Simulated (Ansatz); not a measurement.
## Cs2AgSbBr6 (Fm-3m): converging the G0W0 gap

How do accuracy and time trade against each other in G0W0 on Cs2AgSbBr6 (Fm-3m)?

Main program and level: Ansatz 0.2.0; G0W0 on r2SCAN, plane waves, PAW; PAW set soft_1.

In doubt: one-shot GW on d or f shells is unsure, so the values of those runs are not to be relied on.

## 1. Set-up

Symmetry: Fm-3m, No. 225, cubic system. The conventional cell has a = 11.379 Å, b = 11.379 Å, c = 11.379 Å, α = 90.00°, β = 90.00°, γ = 90.00°. Nearest to Cs lie 12 Br at 4.02 Å. Ag has 6 Br at 2.86 Å nearest. Nearest to Sb lie 6 Br at 2.83 Å. Br has 1 Sb at 2.83 Å and 1 Ag at 2.86 Å and 4 Cs at 4.02 Å nearest. Farther neighbours and most contacts between anions are not listed.

The cell and positions are those that the Materials Project relaxed with its own functionals (PBE, PBE+U or r2SCAN), kept fixed. Spin-orbit coupling is left out unless a step names it.

## 2. 180 empty bands, screening to 36 eV

G0W0 replaces the xc potential by the self-energy, built once from these orbitals. Only a window of levels is corrected, while the sums run over the empty bands that the input names. This step takes PAW set soft_1 files.

Contents of input.yaml:

```yaml
crystal:
  lattice:
    - [0.0, 5.689253, 5.689253]
    - [5.689253, 0.0, 5.689253]
    - [5.689253, 5.689253, 0.0]
  atoms:
    - { symbol: Cs, position: [0.75, 0.75, 0.75] }
    - { symbol: Cs, position: [0.25, 0.25, 0.25] }
    - { symbol: Ag, position: [0.5, 0.5, 0.5] }
    - { symbol: Sb, position: [0.0, 0.0, 0.0] }
    - { symbol: Br, position: [0.751554, 0.248446, 0.248446] }
    - { symbol: Br, position: [0.248446, 0.248446, 0.751554] }
    - { symbol: Br, position: [0.248446, 0.751554, 0.751554] }
    - { symbol: Br, position: [0.248446, 0.751554, 0.248446] }
    - { symbol: Br, position: [0.751554, 0.248446, 0.751554] }
    - { symbol: Br, position: [0.751554, 0.751554, 0.248446] }
kpoints:
  mp_grid: { grid: [2, 2, 2] }
hamiltonian:
  xc: r2scan
  pseudopotentials: { kind: paw, azcp: { folder: soft_1 } }
scf:
  occupations: { method: fixed }
gw:
  n_empty_bands: 180
  ecut_chi: 36
  qp_bands: [v3, c3]
  qp_kpoints: band_edges
  screening: { model: contour_deformation }
```

On the command line:

```console
$ ansatz run input.yaml --threads 3 --pin off --max-ram 92160MiB --backend cuda --events-out ev --progress --plain --runs-dir out --devices 1 --max-vram 13GiB
```

Numbers of over 12 decimals in the logs are rounded to 6 here.

Log:

```text
GPUs: using 1 of 1 available (devices: 1).
Engine: ansatz 0.2.0, x86_64-unknown-linux-gnu
Pseudopotentials: kind: paw
Pseudopotential: Cs, paw, valence charge 9, recommended cutoff 500 eV (meta_gga), soft_1/Cs.paw.azcp
Pseudopotential: Ag, paw, valence charge 19, recommended cutoff 500 eV (meta_gga), soft_1/Ag.paw.azcp
Pseudopotential: Sb, paw, valence charge 15, recommended cutoff 500 eV (meta_gga), soft_1/Sb.paw.azcp
Pseudopotential: Br, paw, valence charge 7, recommended cutoff 500 eV (meta_gga), soft_1/Br.paw.azcp
Functional definition: r2SCAN
  parameter k0 = 0.174
  parameter k1 = 0.065
  parameter a1 = 4.9479
  exchange = r2scan_x(k0 = k0, k1 = k1, a1 = a1)
  correlation = r2scan_c
device memory: the entry about to start is reckoned to put 4.1 GiB on a device that reports 18.9 GiB free (of which the cap on the GPU budget leaves the run 13.0 GiB)
GPU FFT provider: cuFFT
GPU libraries: cuBLAS 13.8.2, cuFFT 12.4.0, cuSOLVER 12.3.4
Crystal: 10 atoms, lattice volume = 368.295 Å³
Basis set: ecut = 500 eV, 9377 PW (Γ), exchange–correlation on 240×240×240 points (64 copies of the dense FFT grid, shifted against one another)
Bands: 57, of which v1, the nominal top of the filled ones, is band 47 counted from 1 (46 counted from 0)
Symmetry: 48 space group operations
Space group: Fm-3m (ITA 225), of the structure as read, at distance tolerance 7.2e-5 Å
k-points: 3 of 8
Non-local potential: Cs, projectors of the file, l = 0: 3, l = 1: 2, l = 2: 2, l = 3: 2
Non-local potential: Ag, projectors of the file, l = 0: 3, l = 1: 2, l = 2: 2, l = 3: 1
Non-local potential: Sb, projectors of the file, l = 0: 2, l = 1: 2, l = 2: 2, l = 3: 1
Non-local potential: Br, projectors of the file, l = 0: 2, l = 1: 2, l = 2: 2
PAW form: soft (Blöchl's): semilocal exchange-correlation on the pseudo side does not see the compensation charge
PAW frozen core: Cs, regenerated for the run's functional (the file was generated under x = pbe(κ = 0.804, μ = 0.219515), c = pbe(β = 0.066725))
PAW frozen core: Ag, regenerated for the run's functional (the file was generated under x = pbe(κ = 0.804, μ = 0.219515), c = pbe(β = 0.066725))
PAW frozen core: Sb, regenerated for the run's functional (the file was generated under x = pbe(κ = 0.804, μ = 0.219515), c = pbe(β = 0.066725))
PAW frozen core: Br, regenerated for the run's functional (the file was generated under x = pbe(κ = 0.804, μ = 0.219515), c = pbe(β = 0.066725))
PAW one-centre angular grid: Cs, 302 points (default); XC on 160 Gauss nodes
PAW one-centre angular grid: Ag, 590 points (default); XC on 160 Gauss nodes
PAW one-centre angular grid: Sb, 590 points (default); XC on 160 Gauss nodes
PAW one-centre angular grid: Br, 302 points (default); XC on 160 Gauss nodes
Initial density: superposition of atomic densities (chi_scale 0.1, normalization cell, long waves kept (reshape's long-wave potential 0.00 eV rms))
Initial wavefunctions: pseudopotential atomic-orbital guess
GPU buffer pool allocated for 216000 grid points (all kernels)
GPU transforms: local potential and band sums: pruned to the plane-wave sphere, on 60×60×60
Functional: x = r2scan, c = r2scan; τ floored in thin density (d = 2e-4 eV/Å³)
SCF iter   1: F=—  HF=-42246.991110 eV  |F-HF|=—  |Δ(HF+E_count)|=         —  Δρ=2.89e-2  dr2=6.10e0  dr2_τ=3.77e-2  ethr=3.10e-3  ⟨swp⟩=5.0  Hψ=569  notcnv=0  defer=19
preconditioner: auto → Resta (q_TF=auto, 2.173 Å⁻¹)  ε∞=3.4  [insulator: Δε(μ)=1.256 eV  Ē_g=10.549 eV  n_scr=58 (ndim 8)  ℏωp=16.4 eV  f_vac=0.012  ε∞_Penn≈3.4]
SCF iter   2: F=—  HF=-42245.320761 eV  |F-HF|=—  |Δ(HF+E_count)|=    1.67e0  Δρ=1.17e-2  dr2=1.23e0  dr2_τ=5.80e-2  ethr=3.10e-3  ⟨swp⟩=3.0  Hψ=362  notcnv=0  defer=20
SCF iter   3: F=—  HF=-42244.899576 eV  |F-HF|=—  |Δ(HF+E_count)|=   4.21e-1  Δρ=4.73e-3  dr2=2.55e-1  dr2_τ=8.55e-3  ethr=1.31e-3  ⟨swp⟩=3.0  Hψ=327  notcnv=0  defer=22
SCF iter   4: F=—  HF=-42244.791222 eV  |F-HF|=—  |Δ(HF+E_count)|=   1.08e-1  Δρ=1.70e-3  dr2=2.12e-2  dr2_τ=6.64e-4  ethr=2.71e-4  ⟨swp⟩=2.7  Hψ=278  notcnv=0  defer=23
SCF iter   5: F=—  HF=-42244.791442 eV  |F-HF|=—  |Δ(HF+E_count)|=   2.20e-4  Δρ=6.59e-4  dr2=1.58e-3  dr2_τ=7.49e-5  ethr=2.25e-5  ⟨swp⟩=2.7  Hψ=292  notcnv=0  defer=22
SCF iter   6: F=—  HF=-42244.792016 eV  |F-HF|=—  |Δ(HF+E_count)|=   5.73e-4  Δρ=1.19e-4  dr2=6.04e-5  dr2_τ=4.29e-6  ethr=1.68e-6  ⟨swp⟩=2.0  Hψ=313  notcnv=0  defer=22
SCF iter   7: F=—  HF=-42244.792051 eV  |F-HF|=—  |Δ(HF+E_count)|=   3.55e-5  Δρ=3.09e-5  dr2=6.57e-6  dr2_τ=3.81e-7  ethr=6.42e-8  ⟨swp⟩=2.0  Hψ=292  notcnv=0  defer=21
SCF iter   8: F=—  HF=-42244.792052 eV  |F-HF|=—  |Δ(HF+E_count)|=   1.13e-6  Δρ=8.80e-6  dr2=3.16e-7  dr2_τ=1.96e-8  ethr=6.98e-9  ⟨swp⟩=2.0  Hψ=283  notcnv=0  defer=21
SCF iter   9: F=-42244.792052 eV  HF=-42244.792052 eV  |F-HF|=6.76e-9  |Δ(HF+E_count)|=   1.04e-7  Δρ=1.66e-6  dr2=8.33e-9  dr2_τ=6.43e-10  ethr=1.06e-10  ⟨swp⟩=17.0  Hψ=940  notcnv=0
SCF 1 converged in 9 iterations: F = -42244.792052 eV  dr2 = 8.33e-9
  greatest PAW one-centre occupation: 1.002 electrons in one spin orbital (limit 2), on the Ag atom at site 2 (counted from 0), in its partial waves of l = 0
device memory: the entry about to start is reckoned to put 4.6 GiB (of the 4.8 GiB reckoned in all, the device holds 0.1 GiB already) on a device that reports 18.7 GiB free (of which the cap on the GPU budget leaves the run 12.9 GiB)
NSCF: frozen V_eff on 3 k-points
the band table was solved once the SCF had ended and its energy, with any forces and stress, was formed, with the checks that follow a solve (738 applications of the Hamiltonian). They found nothing against the state; the energy, forces and stress were not computed again (output.eigenvalues in the input reference)
device memory: the entry about to start is reckoned to put 3.1 GiB on a device that reports 18.9 GiB free (of which the cap on the GPU budget leaves the run 13.0 GiB)
NSCF: frozen V_eff on 3 k-points
G₀W₀ screening: q 1/3
[... further progress lines ...]
device memory: the entry about to start is reckoned to put 0.9 GiB on a device that reports 30.1 GiB free (of which the cap on the GPU budget leaves the run 13.0 GiB)
NSCF: frozen V_eff on 1 k-points
device memory: the entry about to start is reckoned to put 0.9 GiB on a device that reports 30.1 GiB free (of which the cap on the GPU budget leaves the run 13.0 GiB)
NSCF: frozen V_eff on 1 k-points
SCF converged after 9 iterations
Free energy (F): -42244.792052 eV
Harris-Foulkes:  -42244.792052 eV  (|F-HF|=6.76e-9)
Internal energy: -42244.792052 eV  (E = F + TS)
E sigma→0 (E₀):  -42244.792052 eV
Fermi energy:    3.751566 eV
--- Per-component energies (eV) ---
  E_band       = -971.752152
  E_kinetic    = 1706.992225
  E_local      = -8314.326783  (includes V_loc(G=0)·N_el)
  E_nonlocal   = 773.865939
  E_hartree    = 3523.415839
  E_xc         = -1681.761941
  E_vxc        = -1335.991609  (∫ρ·V_xc dr)
  E_paw        = -32732.836406  (= ΣΔE_a)
  E_vpaw       = -920.041501  (= ΣTr[D̂ρ^β])
  E_aug_tail   = 0.000177  (compensation charges beyond the density's cutoff)
  E_vtau       = 70.922907  (kinetic-family band-sum trace: ∫τ·v_τ [+ j·A + Jᵃ·Aᵃ] dr)
  E_ewald      = -5519.288455
  E_core_change = -0.852649  (= ΣΔE_core)
  E_smearing   = -0.000000  (= −TS)
  E_closure    = -0.000000  (closes the sum)
  Σ components = -42244.792052   (vs F -42244.792052, Δ=0.00e0)
--- Band table (eV) ---
  k-point 0: bands = [... 43 lower, 2.3175, 2.3175, 2.6874, 2.6874, 5.9743, 5.9743, 5.9743, 7.7717, ... 6 higher]
  k-point 1: bands = [... 43 lower, 2.0397, 2.2313, 2.2313, 2.5980, 4.9361, 7.1507, 7.1507, 9.0799, ... 6 higher]
  k-point 2: bands = [... 43 lower, 1.9847, 2.3033, 2.6828, 3.7516, 6.3677, 6.3677, 6.6618, 8.1329, ... 6 higher]
--- G₀W₀: contour deformation, 7 samples at zero and on the imaginary axis and 1 off it, 8 q-points, 180 empty bands' worth ---
  eigenvalues of the whole cell's RPA ε∞ on this k-mesh (on a slab, of 1 + 4πα/V) = 5.3281, 5.3281, 5.3281; static W/v taken at q = 0 is 0.187685
  bands read: the sum over 227 bands ends inside a degenerate multiplet in 2 slots, whose members it reads at an even weight; the widest, k=1: bands 227 to 228 (counted from 1) at 1/2 each
  gw.qp_kpoints: band_edges: 3 of 3 stored k-points solved, in 1 pass; an edge of the gap read off the rows below is read off those points alone
    ik  band        ε_KS         Σx   Σc(E_QP)       V_xc       Z   E_QP_lin       E_QP  E_QP is
     0    45      2.3175   -19.8345     3.1428   -16.4068  0.7532     2.0305     2.0327  root
     0    46      2.6874   -26.6847     3.5750   -22.9796  0.7490     2.5568     2.5572  root
     0    47      2.6874   -26.6847     3.5750   -22.9796  0.7490     2.5568     2.5572  root
     0    48      5.9743    -9.4911    -2.9668   -13.3210  0.7792     6.8555     6.8374  root
     0    49      5.9743    -9.4911    -2.9668   -13.3210  0.7792     6.8555     6.8374  root
     0    50      5.9743    -9.4911    -2.9668   -13.3210  0.7792     6.8555     6.8374  root
     1    45      2.2313   -22.7380     3.4231   -19.0721  0.7433     1.9868     1.9885  root
     1    46      2.2313   -22.7380     3.4231   -19.0721  0.7433     1.9868     1.9885  root
     1    47      2.5980   -18.3167     1.9907   -16.3611  0.7664     2.6331     2.6331  root
     1    48      4.9361    -9.3512    -2.9675   -13.1609  0.7849     5.7931     5.7782  root
     1    49      7.1507   -12.1498    -2.9429   -16.1707  0.7476     8.2096     8.2287  root
     1    50      7.1507   -12.1498    -2.9429   -16.1707  0.7476     8.2096     8.2287  root
     2    45      2.3033   -19.7859     3.1368   -16.3620  0.7532     2.0139     2.0162  root
     2    46      2.6828   -26.6977     3.5810   -22.9843  0.7484     2.5499     2.5503  root
     2    47      3.7516   -23.0740     2.4142   -20.7456  0.7695     3.8373     3.8374  root
     2    48      6.3677   -10.1684    -3.0178   -14.1342  0.7717     7.3408     7.3158  root
     2    49      6.3677   -10.1684    -3.0178   -14.1342  0.7717     7.3408     7.3158  root
     2    50      6.6618   -10.5424    -3.0864   -14.6329  0.7655     7.6981     7.6659  root
```

Wall time 15 s (1 × NVIDIA H100 80GB HBM3 (shared by 6 runs) with 3 threads of AMD EPYC 7R13 (Zen 3), shared host); peak memory 1.9 GiB; 20 s of CPU time.

The column dr2 measures how far the density is from self-consistency, as an energy; F and HF (Harris–Foulkes) agree once it is small.

Numbers from this step:

* bands summed: 227
* RPA ε∞ on this mesh (eigenvalues): 5.328, 5.328, 5.328
* plane waves in the screening matrix: 169
* q-points in the mesh: 8
* G0W0 gap on the mesh: 1.941 eV
* k of the valence top: 0, -0.5, -0.5
* k of the conduction bottom: 0, 0, -0.5
* starting gap on the mesh: 1.184 eV
* Z at the valence top: 0.7695
* Z at the conduction bottom: 0.7849
* least direct G0W0 gap on the computed points: 3.145 eV

The gap on the mesh goes from 1.18 eV to 1.94 eV, a correction of +0.76 eV. Between the two edge states, bare exchange in place of the xc potential would open the gap by 6.14 eV, and correlation takes back 5.38 eV.

## 3. 510 empty bands, screening to 72 eV

Bands and screening cutoff are moved together, since each hides the error of the other.

input.yaml, as its differences from that of step 2:

```diff
@@ -24,4 +24,4 @@
 gw:
-  n_empty_bands: 180
-  ecut_chi: 36
+  n_empty_bands: 510
+  ecut_chi: 72
   qp_bands: [v3, c3]
```

Log:

```text
GPUs: using 1 of 1 available (devices: 1).
[...]
GPU FFT provider: cuFFT
GPU libraries: cuBLAS 13.8.2, cuFFT 12.4.0, cuSOLVER 12.3.4
Crystal: 10 atoms, lattice volume = 368.295 Å³
Basis set: ecut = 500 eV, 9377 PW (Γ), exchange–correlation on 240×240×240 points (64 copies of the dense FFT grid, shifted against one another)
Bands: 57, of which v1, the nominal top of the filled ones, is band 47 counted from 1 (46 counted from 0)
Symmetry: 48 space group operations
[...]
k-points: 3 of 8
[...]
GPU buffer pool allocated for 216000 grid points (all kernels)
[...]
SCF iter   1: F=—  HF=-42246.991110 eV  |F-HF|=—  |Δ(HF+E_count)|=         —  Δρ=2.89e-2  dr2=6.10e0  dr2_τ=3.77e-2  ethr=3.10e-3  ⟨swp⟩=5.0  Hψ=569  notcnv=0  defer=19
[...]
SCF iter   9: F=-42244.792052 eV  HF=-42244.792052 eV  |F-HF|=6.76e-9  |Δ(HF+E_count)|=   1.04e-7  Δρ=1.66e-6  dr2=8.33e-9  dr2_τ=6.43e-10  ethr=1.06e-10  ⟨swp⟩=17.0  Hψ=940  notcnv=0
SCF 1 converged in 9 iterations: F = -42244.792052 eV  dr2 = 8.33e-9
[...]
NSCF: frozen V_eff on 3 k-points
[...]
G₀W₀ screening: q 1/3
[... further progress lines ...]
[...]
SCF converged after 9 iterations
Free energy (F): -42244.792052 eV
[...]
Internal energy: -42244.792052 eV  (E = F + TS)
E sigma→0 (E₀):  -42244.792052 eV
Fermi energy:    3.751566 eV
[...]
--- Band table (eV) ---
  k-point 0: bands = [... 43 lower, 2.3175, 2.3175, 2.6874, 2.6874, 5.9743, 5.9743, 5.9743, 7.7717, ... 6 higher]
  k-point 1: bands = [... 43 lower, 2.0397, 2.2313, 2.2313, 2.5980, 4.9361, 7.1507, 7.1507, 9.0799, ... 6 higher]
  k-point 2: bands = [... 43 lower, 1.9847, 2.3033, 2.6828, 3.7516, 6.3677, 6.3677, 6.6618, 8.1329, ... 6 higher]
[...]
0    45      2.3175   -19.8345     2.8479   -16.4068  0.7480     1.7283     1.7378  root
     0    46      2.6874   -26.6847     3.3978   -22.9796  0.7422     2.3775     2.3800  root
     0    47      2.6874   -26.6847     3.3978   -22.9796  0.7422     2.3775     2.3800  root
     0    48      5.9743    -9.4911    -3.3098   -13.3210  0.7742     6.5004     6.4944  root
     0    49      5.9743    -9.4911    -3.3098   -13.3210  0.7742     6.5004     6.4944  root
     0    50      5.9743    -9.4911    -3.3098   -13.3210  0.7742     6.5004     6.4944  root
     1    45      2.2313   -22.7380     3.1874   -19.0721  0.7385     1.7455     1.7528  root
     1    46      2.2313   -22.7380     3.1874   -19.0721  0.7385     1.7455     1.7528  root
[...]
2    47      3.7516   -23.0740     2.1207   -20.7456  0.7622     3.5430     3.5438  root
     2    48      6.3677   -10.1684    -3.3853   -14.1342  0.7661     6.9565     6.9482  root
     2    49      6.3677   -10.1684    -3.3853   -14.1342  0.7661     6.9565     6.9482  root
     2    50      6.6618   -10.5424    -3.4673   -14.6329  0.7597     7.2957     7.2849  root
```

Elapsed: 25 s, on 1 × NVIDIA H100 80GB HBM3 (shared by 6 runs) with 3 threads; peak memory 2.4 GiB.

Numbers from this step:

```yaml
bands_summed: 557
rpa_eps_infinity_on_this_mesh_eigenvalues: 5.286, 5.286, 5.286
plane_waves_in_the_screening_matrix: 531
q_points_in_the_mesh: 8
g0w0_gap_on_the_mesh: 1.866 eV
k_of_the_valence_top: 0, -0.5, -0.5
k_of_the_conduction_bottom: 0, 0, -0.5
starting_gap_on_the_mesh: 1.184 eV
z_at_the_valence_top: 0.7622
z_at_the_conduction_bottom: 0.7805
least_direct_g0w0_gap_on_the_computed_points: 3.138 eV
```

Against the run with 2×2×2 mesh, 180 empty bands, screening to 36 eV, PAW set soft_1 files, the gap moves by −0.07 eV.

## 4. 1099 empty bands, screening to 120 eV

input.yaml, as its differences from that of step 3:

```diff
@@ -24,4 +24,4 @@
 gw:
-  n_empty_bands: 510
-  ecut_chi: 72
+  n_empty_bands: 1099
+  ecut_chi: 120.0
   qp_bands: [v3, c3]
```

Log:

```text
GPUs: using 1 of 1 available (devices: 1).
[...]
GPU FFT provider: cuFFT
GPU libraries: cuBLAS 13.8.2, cuFFT 12.4.0, cuSOLVER 12.3.4
Crystal: 10 atoms, lattice volume = 368.295 Å³
Basis set: ecut = 500 eV, 9377 PW (Γ), exchange–correlation on 240×240×240 points (64 copies of the dense FFT grid, shifted against one another)
Bands: 57, of which v1, the nominal top of the filled ones, is band 47 counted from 1 (46 counted from 0)
[...]
1    46      2.2313   -22.7380     2.9780   -19.0721  0.7359     1.5230     1.5434  root
[...]
2    47      3.7516   -23.0740     1.8616   -20.7456  0.7587     3.2803     3.2847  root
     2    48      6.3677   -10.1684    -3.5963   -14.1342  0.7644     6.7404     6.7372  root
     2    49      6.3677   -10.1684    -3.5963   -14.1342  0.7644     6.7404     6.7372  root
     2    50      6.6618   -10.5424    -3.6896   -14.6329  0.7579     7.0669     7.0627  root
[key lines of the parts left out:]
SCF converged after 9 iterations
Free energy (F): -42244.792052 eV
Fermi energy:    3.751566 eV
```

The job ended after 26 s (1 × NVIDIA H100 80GB HBM3 (shared by 6 runs) with 3 threads; peak memory 3.2 GiB).

This step gave:

```
bands summed                                 : 1146
RPA ε∞ on this mesh (eigenvalues)            : 5.267, 5.267, 5.267
plane waves in the screening matrix          : 1067
G0W0 gap on the mesh                         : 1.944 eV
k of the valence top                         : 0, -0.5, -0.5
k of the conduction bottom                   : 0, 0, -0.5
starting gap on the mesh                     : 1.184 eV
least direct G0W0 gap on the computed points : 3.205 eV
```

Against the run with 2×2×2 mesh, 510 empty bands, screening to 72 eV, PAW set soft_1 files, the gap moves by +0.08 eV.

[end of part 1 of 2]

[Paths, hosts, dates, memory and timing lines, banners, echoed tables and standing remarks are left out of the program output.]

[Logs are printed without paths, hosts, clocks, repeated set-up lines and the standing remarks that a program may print on its own settings, such as how far it seeks lower states.]

[Runs of the session that timed out or met a known fault of the program may be left out.]

[Cells called generated may have been cut or substituted from an entry of the Crystallography Open Database or the Materials Project.]

[Hosts, paths, dates, database ids (printed as entryN), source tags and the programs' standing remarks are cut or masked in the printed files.]
